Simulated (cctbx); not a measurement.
# From intensities to atoms

Cell a = 3.6800 Å, b = 10.4610 Å, c = 4.3600 Å, α = 90.00°, β = 90.00°, γ = 90.00°; space group Cmcm (no. 63); content W4 Sc4.

The data are simulated with cctbx, not measured: Cu Kα, λ = 1.54184 Å, to d = 0.8 Å, 80 % of the full sphere, strongest reflection 20000 counts, noise from counting, a 6 % proportional error and a noise floor of 2 counts (s.d.); no absorption.

Charge flipping in P1 on normalised amplitudes to 0.8 Å, δ = 1.1 σ, 10 % of the reflections treated as weak, 200 cycles:

```text
cycle      R  skewness
    0  0.573     0.25
   16  0.453     3.75
   32  0.445     4.03
   48  0.419     3.52
   64  0.417     3.69
   80  0.419     3.72
   96  0.416     3.77
  112  0.431     3.58
  128  0.427     3.73
  144  0.411     4.03
  160  0.439     3.69
  176  0.403     3.71
  192  0.423     3.73
origin shift          correlation  skewness
 0.325  0.019  0.282      0.850      5.02
 0.332  0.198  0.283      0.804      1.78
 0.334  0.388  0.309      0.819      3.01
 0.334  0.388  0.309      0.819      3.01
taken: symmetry correlation 0.850, skewness 5.02
peak      x       y       z  mult  height/sigma
Q1    0.0000  0.0873  0.7500    4     14.0
Q2    0.0000  0.3660  0.7500    4      4.7
Q3    0.0000  0.4150  0.5549    8      2.6
Q4    0.0000  0.1424  0.2500    4      2.5
Q5    0.0000  0.0468  0.2500    4      1.9
Q6    0.1977  0.0883  0.1250   16      1.8
Q7    0.2406  0.1982  0.2500    8      1.5
```

The origin is taken among those within 0.04 of the best correlation, by the skewness of the map.

Run time: 0.43 s on 1 thread of Arm Neoverse N1, on a shared host, peak memory 0.07 GiB.

**Question.** Which peaks are atoms, and which elements?

Heights go roughly as Z and multiplicities must add up to the content. First model: Q1 = W1 (4 in the cell, height 14.0) and Q2 = Sc1 (4 in the cell, height 4.7). Against the true structure, Q1 is W and Q2 is Sc; the other peaks are not atoms.

Least squares on F², isotropic:

```text
Rint 0.044, 112 unique reflections to 0.81 A
cycle     R1     wR2    GooF  max shift (A)
   1  0.1685  0.5219  15.552   0.05094
   3  0.0148  0.0356   1.060   0.00000
final R1 0.0148 wR2 0.0356 GooF 1.060  parameters 4  data/parameter 28.0
atom        x        y        z      Ueq    occ   su(xyz)  su(Uiso or U11)
W1     0.00000  0.08986  0.75000   0.0045  1.000  0.00003  0.0002
Sc1    0.00000  0.36098  0.75000   0.0047  1.000  0.00013  0.0003
difference map: max 0.91 min -1.84 rms 0.29
Q1    0.0000  0.0921  0.6413    8    0.96  0.47 A from W1
Q2    0.2521  0.1633  0.0697   16    0.84  1.23 A from Sc1
Q3    0.0000  0.3683  0.0366    8    0.84  1.25 A from Sc1
Q4    0.0000  0.4748  0.7500    4    0.83  1.19 A from Sc1
Q5    0.0000  0.2802  0.6356    8    0.67  0.98 A from Sc1
```

Anisotropic refinement:

```text
Rint 0.044, 112 unique reflections to 0.81 A
cycle     R1     wR2    GooF  max shift (A)
   1  0.0148  0.0356   1.080   0.00089
   2  0.0135  0.0307   0.932   0.00000
final R1 0.0135 wR2 0.0307 GooF 0.932  parameters 8  data/parameter 14.0
atom        x        y        z      Ueq    occ   su(xyz)  su(Uiso or U11)
W1     0.00000  0.08986  0.75000   0.0045  1.000  0.00002  0.0002
Sc1    0.00000  0.36107  0.75000   0.0046  1.000  0.00011  0.0006
difference map: max 0.82 min -1.14 rms 0.26
Q1    0.0000  0.3688  0.0292    8    0.83  1.22 A from Sc1
Q2    0.0000  0.4732  0.7500    4    0.83  1.17 A from Sc1
Q3    0.2565  0.1635  0.0663   16    0.82  1.23 A from Sc1
Q4    0.1794  0.2281  0.6686   16    0.61  1.58 A from Sc1
Q5    0.0000  0.2853  0.6332    8    0.60  0.94 A from Sc1
Q6    0.0000  0.1144  0.1549    8    0.60  1.78 A from W1
```

**Reading.** The refinement ends at R1 = 0.0135, wR2 = 0.0307, GooF = 0.93, with difference density between -1.14 and 0.82 e/Å³. Every site matches the true model in element, within 0.001 Å r.m.s., up to an allowed shift of origin.

True model:

| atom | mult. | x | y | z | Ueq (Å²) |
| --- | --- | --- | --- | --- | --- |
| W1 | 4 | 0 | 0.5899 | 3/4 | 0.0044 |
| Sc1 | 4 | 0 | 0.8609 | 3/4 | 0.0045 |

This is a model crystal, built by substitution and not relaxed, with assumed displacement parameters.

[Middle refinement cycles are left out of these outputs.]

[Logs are printed without paths, hosts, clocks, repeated set-up lines and the standing remarks that a program may print on its own settings, such as how far it seeks lower states.]
